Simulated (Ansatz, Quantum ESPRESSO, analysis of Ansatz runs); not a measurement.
# Li2CdCl4 (Imma), V_Cl hop (3.7 Å): attempt frequency at charge +1, part 2 of 2

Aim: the prefactor of a hop in Li2CdCl4 (Imma) (V_Cl hop (3.7 Å), charge +1) from the modes of the moving atom at the start and at the top of a path found beforehand. Model: a cell of 56 host atoms with 1 Cl taken out.

Ansatz 0.2.0; plane-wave PAW DFT, PBEsol; finite-difference force constants of the moving atom alone.

So far. Step 2 (Vibrations of the moving atom at the start point): The three modes are 127, 156 and 199 cm⁻¹: all real, a minimum for this atom with the others held.

## 3. Vibrations of the moving atom at the top of the path

The same at the top, where the mode along the path should be imaginary.

File qp1.top.modes/input.yaml:

```yaml
crystal:
  lattice:
    - [0.0, 7.62069338, 10.46883164]
    - [7.38023042, 0.0, 10.46883164]
    - [7.38023042, 7.62069338, 0.0]
  atoms:
    - { symbol: Li, position: [0.19619008, 0.44437155, 0.05747223] }
    - { symbol: Li, position: [0.48120921, 0.68483713, 0.27124101] }
[... 2 atom lines left out ...]
    - { symbol: Li, position: [0.10529139, 0.62961406, 0.63729225] }
[... 4 atom lines left out ...]
    - { symbol: Li, position: [0.37052714, 0.39173567, 0.3588323] }
[... 4 atom lines left out ...]
    - { symbol: Li, position: [0.5327761, 0.33054425, 0.69021577] }
[... 6 atom lines left out ...]
    - { symbol: Cd, position: [0.2632702, 0.71944435, 0.76175086] }
[... 5 atom lines left out ...]
    - { symbol: Cl, position: [0.8904835, 0.86932681, 0.62935107] }
[... 3 atom lines left out ...]
    - { symbol: Cl, position: [0.10374461, 0.64392141, 0.87836667] }
[... 4 atom lines left out ...]
    - { symbol: Cl, position: [0.50619143, 0.49815528, 0.24190038] }
[... 4 atom lines left out ...]
    - { symbol: Cl, position: [0.52116212, 0.49641585, 0.75482063] }
[... 1 atom line left out ...]
    - { symbol: Cl, position: [0.12909756, 0.61595236, 0.38736828] }
[... 3 atom lines left out ...]
    - { symbol: Cl, position: [0.01111134, 0.49428081, 0.74606875] }
[... 4 atom lines left out ...]
    - { symbol: Cl, position: [0.34513299, 0.51918891, 0.58133441] }
[... 1 atom line left out ...]
    - { symbol: Cl, position: [0.85659951, 0.8916388, 0.11963509] }
  symmetry: { detect: false }
total_charge: 1
basis:
  ecutwfc: 420
  xc_grid: 2
hamiltonian:
  xc: pbesol
kpoints:
  mp_grid: { grid: [1, 1, 1], shift: [0.25, 0.25, 0.25] }
scf:
  occupations: { method: fixed }
  max_iter: 120
phonons:
  supercell: [1, 1, 1]
  displaced_sites: [52]
  amplitude: 0.02
```

Command:

```
$ ansatz run input.yaml --threads 16 --pin off --max-ram 26378MiB --backend cpu --events-out ev --progress --plain --runs-dir out
```

Numbers of over 12 decimals in the logs are rounded to 6 here.

The program printed:

```text
[...]
Crystal: 55 atoms, lattice volume = 1177.586 Å³
Basis set: ecut = 420 eV, 23051 PW (Γ), exchange–correlation on 180×180×144 points (8 copies of the dense FFT grid, shifted against one another)
Bands: 267, of which v1, the nominal top of the filled ones, is band 212 counted from 1 (211 counted from 0)
Symmetry: 1 space group operations
k-points: 1
[...]
SCF iter   1: F=—  HF=-101691.961335 eV  |F-HF|=—  |Δ(HF+E_count)|=         —  Δρ=6.03e-3  dr2=8.09e-1  ethr=1.77e-3  ⟨swp⟩=5.0  Hψ=846  notcnv=0  defer=53
[...]
SCF iter  11: F=-101691.707124 eV  HF=-101691.707124 eV  |F-HF|=2.47e-10  |Δ(HF+E_count)|=   3.35e-9  Δρ=9.23e-8  dr2=1.76e-10  ethr=1.00e-12  ⟨swp⟩=19.0  Hψ=1800  notcnv=0
SCF 1 converged in 11 iterations: F = -101691.707124 eV  dr2 = 1.76e-10
[...]
SCF iter   8: F=-101691.707413 eV  HF=-101691.707413 eV  |F-HF|=0.00e0  |Δ(HF+E_count)|=  1.75e-10  Δρ=4.34e-8  dr2=2.90e-11  ethr=1.00e-12  ⟨swp⟩=3.0  Hψ=862  notcnv=0
SCF 2 converged in 8 iterations: F = -101691.707413 eV  dr2 = 2.90e-11
[...]
SCF iter   5: F=-101691.706001 eV  HF=-101691.706001 eV  |F-HF|=5.82e-11  |Δ(HF+E_count)|=  2.76e-10  Δρ=7.20e-8  dr2=8.12e-11  ethr=1.00e-12  ⟨swp⟩=4.0  Hψ=829  notcnv=0
SCF 3 converged in 5 iterations: F = -101691.706001 eV  dr2 = 8.12e-11
[...]
SCF iter   8: F=-101691.706199 eV  HF=-101691.706199 eV  |F-HF|=8.73e-11  |Δ(HF+E_count)|=  4.95e-10  Δρ=4.11e-8  dr2=2.89e-11  ethr=1.00e-12  ⟨swp⟩=4.0  Hψ=829  notcnv=0
SCF 4 converged in 8 iterations: F = -101691.706199 eV  dr2 = 2.89e-11
[...]
SCF iter   5: F=-101691.706384 eV  HF=-101691.706384 eV  |F-HF|=0.00e0  |Δ(HF+E_count)|=  2.62e-10  Δρ=5.47e-8  dr2=4.91e-11  ethr=1.00e-12  ⟨swp⟩=4.0  Hψ=827  notcnv=0
SCF 5 converged in 5 iterations: F = -101691.706384 eV  dr2 = 4.91e-11
[...]
SCF iter   8: F=-101691.706760 eV  HF=-101691.706760 eV  |F-HF|=8.73e-11  |Δ(HF+E_count)|=  5.53e-10  Δρ=3.74e-8  dr2=2.97e-11  ethr=1.00e-12  ⟨swp⟩=4.0  Hψ=829  notcnv=0
SCF 6 converged in 8 iterations: F = -101691.706760 eV  dr2 = 2.97e-11
[...]
SCF iter   5: F=-101691.706988 eV  HF=-101691.706988 eV  |F-HF|=0.00e0  |Δ(HF+E_count)|=  2.91e-10  Δρ=6.96e-8  dr2=6.92e-11  ethr=1.00e-12  ⟨swp⟩=4.0  Hψ=829  notcnv=0
SCF 7 converged in 5 iterations: F = -101691.706988 eV  dr2 = 6.92e-11
SCF converged after 11 iterations
Free energy (F): -101691.707124 eV
[...]
Internal energy: -101691.707124 eV  (E = F + TS)
E sigma→0 (E₀):  -101691.707124 eV
Fermi energy:    2.713982 eV
[...]
--- Forces (eV/Å), atoms counted from 1 ---
  atom   1  Li     0.00089817    -0.00110128     0.00152335
  atom   2  Li     0.00590306     0.00292716    -0.00739251
  [... 2 atoms left out ...]
  atom   5  Li     0.00173905     0.00548820     0.00344596
  [... 4 atoms left out ...]
  atom  10  Li     0.00547131     0.00226564     0.00581706
  [... 4 atoms left out ...]
  atom  15  Li    -0.00146672     0.02080147     0.01312122
  [... 6 atoms left out ...]
  atom  22  Cd     0.00181135     0.00447136     0.00112372
  [... 9 atoms left out ...]
  atom  32  Cl    -0.02290738    -0.00042277     0.01802918
  [... 4 atoms left out ...]
  atom  37  Cl    -0.01737924    -0.00775318     0.00086490
  [... 4 atoms left out ...]
  atom  42  Cl    -0.00333224    -0.00552040    -0.00887909
  [... 1 atom left out ...]
  atom  44  Cl    -0.00357547    -0.01051684    -0.00021290
  [... 8 atoms left out ...]
  atom  53  Cl     0.03544434    -0.00414572    -0.00574103
  [... 2 atoms left out ...]
  max |Σ_I F_I| component: 4.71e-6 eV/Å
--- Band table (eV) ---
[...]
transpose residual: 5.9e-4 eV/Å²
[...]
frequencies among the named sites at Γ of the cell (cm⁻¹): -27.83 139.37 197.18
  unstable modes among the named sites: 1
  frequencies as built, with no sum rule (cm⁻¹): -27.85 139.37 197.18
  zero-point energy: 0.020864 eV/cell   skipped modes (ω ≤ 0): 1, of them read as no rigid motion or as one in doubt: 1 (1.000e0 modes/cell left out, lowest -27.83 cm⁻¹)
[...]
```

The job ended after 15 s (16 threads of Intel Xeon 6975P-C (Granite Rapids), shared host; peak memory 2.3 GiB).

Read from the output:

- free energy: -101691.7071 eV
- frequencies of moving atom: -27.83, 139.4, 197.2 cm⁻¹ (negative: imaginary)

The three modes are 28i, 139 and 197 cm⁻¹: one imaginary, a saddle of first order for this atom with the others held.

## 4. Attempt frequency and hop rate

Analysis of the runs above: harmonic transition-state theory from the moving atom's modes alone (Vineyard), PBEsol.

It gives:

| Item | Value |
| --- | --- |
| attempt frequency | 4.294 THz |

Hop rate against temperature:

| temperature (K) | hop rate (1/s) |
| --- | --- |
| 200 | 2.5e-6 |
| 300 | 2.99 |
| 400 | 3272 |
| 600 | 3.6e6 |
| 800 | 1.2e8 |
| 1000 | 9.7e8 |

## 5. Summary of results

- attempt frequency (attempt frequency and hop rate): 4.29 THz

The attempt frequency, the product of the three frequencies at the start over that of the two real ones at the top (Vineyard), is 4.3 THz. With the barrier of 0.72 eV it gives 3.6e+06 hops a second at 600 K along this one path; equivalent neighbouring sites multiply that. The host's atoms were held, though they move along the path too, so the prefactor is rough. What this leaves open: one k-point off the zone centre stands for the whole zone; spin–orbit coupling, which can matter with heavy atoms, is left out.

[Logs are printed without paths, hosts, clocks, repeated set-up lines and the standing remarks that a program may print on its own settings, such as how far it seeks lower states.]

[Hosts, paths, dates, database ids (printed as entryN), source tags and the programs' standing remarks are cut or masked in the printed files.]
